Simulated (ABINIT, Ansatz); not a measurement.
# A GW chain in ABINIT: CsPbI2Br (P4/mmm)

How does a plane-wave GW calculation on CsPbI2Br (P4/mmm) run from the first input to the gap?

Program: ABINIT 10.8.3. Level of theory: PBE and many-body steps on it, plane waves. Results are calculated unless marked as measured.

## (1) The structure

The structure is tetragonal, space group P4/mmm (No. 123). Conventional cell: a = 6.375 Å, b = 6.375 Å, c = 5.962 Å, α = 90.00°, β = 90.00°, γ = 90.00°. Cs has 8 I at 4.36 Å and 4 Br at 4.51 Å nearest. Nearest to Pb lie 2 Br at 2.98 Å and 4 I at 3.19 Å. Nearest to I lie 2 Pb at 3.19 Å and 4 Cs at 4.36 Å. Nearest to Br lie 2 Pb at 2.98 Å and 4 Cs at 4.51 Å. Farther neighbours and most contacts between anions are not listed.

The cell and positions are those that the Materials Project relaxed with its own functionals (PBE, PBE+U or r2SCAN), kept fixed. Spin-orbit coupling is left out unless a step names it.

## (2) Ground state

This step: ABINIT 10.8.3; DFT, PBE, plane waves, norm-conserving pseudopotentials.

The ground-state density comes first.

Contents of run.abi:

```
acell 3*1.0 Angstrom
rprim 
  6.375296000000 0.000000000000 0.000000000000
  0.000000000000 6.375296000000 0.000000000000
  0.000000000000 0.000000000000 5.962220000000
ntypat 4
znucl 55 82 53 35
natom 5
typat 1 2 3 3 4
xred 
  0.500000000000 0.500000000000 0.500000000000
  0.000000000000 0.000000000000 0.000000000000
  0.000000000000 0.500000000000 0.000000000000
  0.500000000000 0.000000000000 0.000000000000
  0.000000000000 0.000000000000 0.500000000000
pp_dirpath "pseudos"
pseudos "Cs.upf, Pb.upf, I.upf, Br.upf"
ecut 34
ngkpt 4 4 4
nshiftk 1
shiftk 0 0 0
kptopt 1
chksymbreak 0
nband 55
occopt 1
tolvrs 1e-10
nstep 60
prtwf 0
optforces 0
optstress 0
indata_prefix "in"
outdata_prefix "out"
tmpdata_prefix "tmp"
```

Launch:

```
OMP_NUM_THREADS=1 mpirun -n 8 abinit run.abi > log
```

Numbers of over 12 decimals in the logs are rounded to 6 here.

What it wrote:

```text
.Version 10.8.3 of ABINIT. v10.8.2 released Aug 2026.

 Symmetries : space group P4/m m m (#123); Bravais tP (primitive tetrag.)
================================================================================
 Values of the parameters that define the memory need of the present run
     intxc =       0    ionmov =       0      iscf =       7    lmnmax =       8
     lnmax =       8     mgfft =      64  mpssoang =       4    mqgrid =    3163
     natom =       5  nloc_mem =       1    nspden =       1   nspinor =       1
    nsppol =       1      nsym =      16    n1xccc =    2501    ntypat =       4
    occopt =       1   xclevel =       2
-    mband =          55        mffmem =           1         mkmem =           3
       mpw =       15510          nfft =      245760          nkpt =          18
================================================================================
  Rough estimation (10% accuracy) of disk space for files :
================================================================================

--------------------------------------------------------------------------------
------------- Echo of variables that govern the present computation ------------
--------------------------------------------------------------------------------
 -outvars: echo values of preprocessed input variables --------
            acell      1.8897261259E+00  1.8897261259E+00  1.8897261259E+00 Bohr

      chksymbreak           0
             ecut      3.40000000E+01 Hartree
-          fftalg         312

              ixc     -101130
              kpt      0.00000000E+00  0.00000000E+00  0.00000000E+00
                       2.50000000E-01  0.00000000E+00  0.00000000E+00
                       5.00000000E-01  0.00000000E+00  0.00000000E+00
                       2.50000000E-01  2.50000000E-01  0.00000000E+00
                       5.00000000E-01  2.50000000E-01  0.00000000E+00
                       5.00000000E-01  5.00000000E-01  0.00000000E+00
                       0.00000000E+00  0.00000000E+00  2.50000000E-01
                       2.50000000E-01  0.00000000E+00  2.50000000E-01
                       5.00000000E-01  0.00000000E+00  2.50000000E-01
   [... 7 further rows ...]
                       5.00000000E-01  2.50000000E-01  5.00000000E-01
                       5.00000000E-01  5.00000000E-01  5.00000000E-01
         kptrlatt        4    0    0      0    4    0      0    0    4
          kptrlen      4.50678516E+01
P           mkmem           3
            natom           5
            nband          55
            ngfft          64      64      60
             nkpt          18
            nstep          60
             nsym          16
           ntypat           4
              occ      2.000000  2.000000  2.000000  2.000000  2.000000  2.000000
                       2.000000  2.000000  2.000000  2.000000  2.000000  2.000000
                       2.000000  2.000000  2.000000  2.000000  2.000000  2.000000
                       2.000000  2.000000  2.000000  2.000000  2.000000  2.000000
                       2.000000  2.000000  2.000000  2.000000  2.000000  2.000000
                       2.000000  2.000000  2.000000  2.000000  2.000000  2.000000
                       2.000000  2.000000  2.000000  2.000000  2.000000  2.000000
                       2.000000  2.000000  2.000000  2.000000  2.000000  2.000000
                       2.000000  0.000000  0.000000  0.000000  0.000000  0.000000
                       0.000000
        optforces           0
        optstress           0
            prtwf           0
            rprim      6.3752960000E+00  0.0000000000E+00  0.0000000000E+00
[...]
spgroup         123

           tolvrs      1.00000000E-10

             xred      5.0000000000E-01  5.0000000000E-01  5.0000000000E-01
[...]
znucl       55.00000   82.00000   53.00000   35.00000

================================================================================

 chkinp: Checking input parameters for consistency.

================================================================================
== DATASET  1 ==================================================================
-   mpi_nproc: 8, omp_nthreads: 1 (-1 if OMP is not activated)

--- !DatasetInfo
iteration_state: {dtset: 1, }
dimensions: {natom: 5, nkpt: 18, mband: 55, nsppol: 1, nspinor: 1, nspden: 1, mpw: 15510, }
cutoff_energies: {ecut:  34.0, pawecutdg:  -1.0, }
electrons: {nelect:   9.80000000E+01, charge:   0.00000000E+00, occopt:   1.00000000E+00, tsmear:   1.00000000E-02, }

 Real(R)+Recip(G) space primitive vectors, cartesian coordinates (Bohr,Bohr^-1):
 R(1)= 12.0475634  0.0000000  0.0000000  G(1)=  0.0830043  0.0000000  0.0000000
 R(2)=  0.0000000 12.0475634  0.0000000  G(2)=  0.0000000  0.0830043  0.0000000
 R(3)=  0.0000000  0.0000000 11.2669629  G(3)=  0.0000000  0.0000000  0.0887551
 Unit cell volume ucvol=  1.6353296E+03 bohr^3
 Angles (23,13,12)=  9.00000000E+01  9.00000000E+01  9.00000000E+01 degrees

 getcut: wavevector=  0.0000  0.0000  0.0000  ngfft=  64  64  60
         ecut(hartree)=     34.000   => boxcut(ratio)=   2.02384

--- Pseudopotential description ------------------------------------------------
- Cs Generated using ONCVPSP code by D. R. Hamann
- 55.00000   9.00000  171031                  znucl, zion, pspdat
[...]
pspatm : epsatm=   25.72445091
         --- l  ekb(1:nproj) -->
[...]
pspatm: atomic psp has been read  and splines computed

- Br Generated using ONCVPSP code by D. R. Hamann
- 35.00000  17.00000  171031                  znucl, zion, pspdat
12 -101130 2 -1 1098                          pspcod,pspxc,lmax,lloc,mmax
     nproj     2     2     2     0
  pspatm : epsatm=   32.00824270
         --- l  ekb(1:nproj) -->
[...]
pspatm: atomic psp has been read  and splines computed

   1.30822163E+04                                ecore*ucvol(ha*bohr**3)
--------------------------------------------------------------------------------

_setup2: Arith. and geom. avg. npw (full set) are   15489.672   15489.665

================================================================================

--- !BeginCycle
iteration_state: {dtset: 1, }
solver: {iscf: 7, nstep: 60, nline: 4, wfoptalg: 0, }
tolerances: {tolvrs: 1.00E-10, }

     iter   Etot(hartree)      deltaE(h)  residm     vres2
 ETOT  1  -988.08698486200    -9.881E+02 1.558E+00 1.608E+03
 ETOT  2  -993.70778000267    -5.621E+00 1.933E-02 6.379E+02
 ETOT  3  -993.78037536344    -7.260E-02 7.633E-03 1.553E+02
 ETOT  4  -993.78657589749    -6.201E-03 2.118E-03 4.863E+01
 ETOT  5  -993.78874744094    -2.172E-03 6.692E-04 1.213E+01
 ETOT  6  -993.78909562038    -3.482E-04 5.209E-04 2.680E+00
 ETOT  7  -993.78916579906    -7.018E-05 3.713E-04 2.772E-01
 ETOT  8  -993.78917418542    -8.386E-06 4.265E-04 2.006E-02
 ETOT  9  -993.78917483623    -6.508E-07 7.116E-04 1.682E-03
 ETOT 10  -993.78917491060    -7.437E-08 6.491E-04 1.878E-04
 ETOT 11  -993.78917492283    -1.223E-08 6.947E-04 4.171E-05
 ETOT 12  -993.78917492478    -1.943E-09 4.050E-04 1.091E-05
 ETOT 13  -993.78917492509    -3.104E-10 8.063E-04 1.699E-06
 ETOT 14  -993.78917492522    -1.348E-10 3.127E-04 1.175E-07
 ETOT 15  -993.78917492520     1.751E-11 6.450E-04 4.133E-09
 ETOT 16  -993.78917492532    -1.137E-10 2.025E-04 5.057E-10
 ETOT 17  -993.78917492535    -3.195E-11 3.361E-04 3.590E-11

 At SCF step   17       vres2   =  3.59E-11 < tolvrs=  1.00E-10 =>converged.

--- !ResultsGS
iteration_state: {dtset: 1, }
comment   : Summary of ground state results
lattice_vectors:
- [ 12.0475634,   0.0000000,   0.0000000, ]
- [  0.0000000,  12.0475634,   0.0000000, ]
- [  0.0000000,   0.0000000,  11.2669629, ]
lattice_lengths: [  12.04756,   12.04756,   11.26696, ]
lattice_angles: [ 90.000,  90.000,  90.000, ] # degrees, (23, 13, 12)
lattice_volume:   1.6353296E+03
convergence: {deltae: -3.195E-11, res2:  3.590E-11, residm:  3.361E-04, diffor:  0.000E+00, }
etotal    :  -9.93789175E+02
entropy   :   0.00000000E+00
fermie    :   8.79201502E-02
cartesian_stress_tensor: null
pressure_GPa: null
xred      :
- [  5.0000E-01,   5.0000E-01,   5.0000E-01, Cs]
- [  0.0000E+00,   0.0000E+00,   0.0000E+00, Pb]
- [  0.0000E+00,   5.0000E-01,   0.0000E+00,  I]
- [  5.0000E-01,   0.0000E+00,   0.0000E+00,  I]
- [  0.0000E+00,   0.0000E+00,   5.0000E-01, Br]
cartesian_forces: null
force_length_stats: {min: null, max: null, mean: null, }

 Integrated electronic density in atomic spheres:
 ------------------------------------------------
 Atom  Sphere_radius  Integrated_density
[...]
================================================================================

 ----iterations are completed or convergence reached----

 Mean square residual over all n,k,spin=   68.072E-08; max=  33.610E-05
 reduced coordinates (array xred) for    5 atoms
       0.500000000000      0.500000000000      0.500000000000
       0.000000000000      0.000000000000      0.000000000000
       0.000000000000      0.500000000000      0.000000000000
       0.500000000000      0.000000000000      0.000000000000
       0.000000000000      0.000000000000      0.500000000000
 rms dE/dt=  0.0000E+00; max dE/dt=  0.0000E+00; dE/dt below (all hartree)
    1       0.000000000000      0.000000000000      0.000000000000
    2       0.000000000000      0.000000000000      0.000000000000
    3       0.000000000000      0.000000000000      0.000000000000
    4       0.000000000000      0.000000000000      0.000000000000
    5       0.000000000000      0.000000000000      0.000000000000

 cartesian coordinates (angstrom) at end:
    1      3.187648     3.187648     2.981110
    2      0.000000     0.000000     0.000000
    3      0.000000     3.187648     0.000000
    4      3.187648     0.000000     0.000000
    5      0.000000     0.000000     2.981110
 length scales=  1.889726125908  1.889726125908  1.889726125908 bohr
              =  1.000000000000  1.000000000000  1.000000000000 angstroms
 prteigrs : about to open file out_EIG
 Fermi (or HOMO) energy (hartree) =   0.08792   Average Vxc (hartree)=  -0.28071
 Eigenvalues (hartree) for nkpt=  18  k points:
 kpt#   1, nband= 55, wtk=  0.01563, kpt=  0.0000  0.0000  0.0000 (reduced coord)
  -6.35505   -6.35502   -5.04108   -4.39881   -4.39881   -4.39555   -4.39555   -4.39542
  -4.39540   -2.89843   -2.89843   -2.89807   -2.11670   -2.11504   -2.11504   -2.11047
  -2.11046   -1.52678   -1.52647   -1.52571   -1.52511   -1.52511   -1.52437   -1.52221
  -1.52202   -1.52202   -1.52176   -0.69694   -0.52639   -0.52559   -0.52366   -0.52313
  -0.52313   -0.42242   -0.35119   -0.33549   -0.21113   -0.21101   -0.21101   -0.16486
  -0.04946   -0.04102   -0.04102    0.03061    0.03061    0.03961    0.04009    0.04109
   0.04109    0.20408    0.23713    0.25176    0.25931    0.26608    0.26608
 prteigrs : prtvol=0 or 1, do not print more k-points.

--- !EnergyTerms
iteration_state     : {dtset: 1, }
comment             : Components of total free energy in Hartree
kinetic             :  3.53099161834247E+02
hartree             :  4.16972272530681E+02
xc                  : -1.42359144518186E+02
Ewald energy        : -3.83681183242736E+02
psp_core            :  7.99974270940041E+00
local_psp           : -1.19434647974386E+03
non_local_psp       : -5.14735444948974E+01
total_energy        : -9.93789174925349E+02
total_energy_eV     : -2.70423810859685E+04
band_energy         : -1.67431474217772E+02

== END DATASET(S) ==============================================================
================================================================================

 -outvars: echo values of variables after computation  --------
           etotal     -9.9378917493E+02
            nband          55
             nkpt          18
          spgroup         123
 [... the other variables as echoed above ...]

 Calculation completed.
```

Elapsed: 2.6 min, on 8 MPI ranks of Intel Xeon 6975P-C (Granite Rapids), shared host; peak memory 1.3 GiB.

This step gave:

```
total energy               : -27042.3811 eV
gap                        : 1.485 eV
k of the valence top       : 0.5, 0.5, 0.5
k of the conduction bottom : 0.5, 0.5, 0.5
least direct gap           : 1.485 eV
```

The gap is direct, at (0.500, 0.500, 0.500).

[end of part 1 of 3]

[Paths, hosts, dates, memory and timing lines, banners, echoed tables and standing remarks are left out of the program output.]

[Logs are printed without paths, hosts, clocks, repeated set-up lines and the standing remarks that a program may print on its own settings, such as how far it seeks lower states.]

[Runs of the session that timed out or met a known fault of the program may be left out.]

[Hosts, paths, dates, database ids (printed as entryN), source tags and the programs' standing remarks are cut or masked in the printed files.]

[G0W0 gaps are taken among the corrected bands and points alone; a level outside them can change the order at an edge.]

[Where Ansatz stands beside ABINIT at settings called matched, ABINIT's density can come from a denser mesh and the files from another edition; pairs whose starting gaps differed by over 0.03 eV were left out, so agreement reads better than it is.]
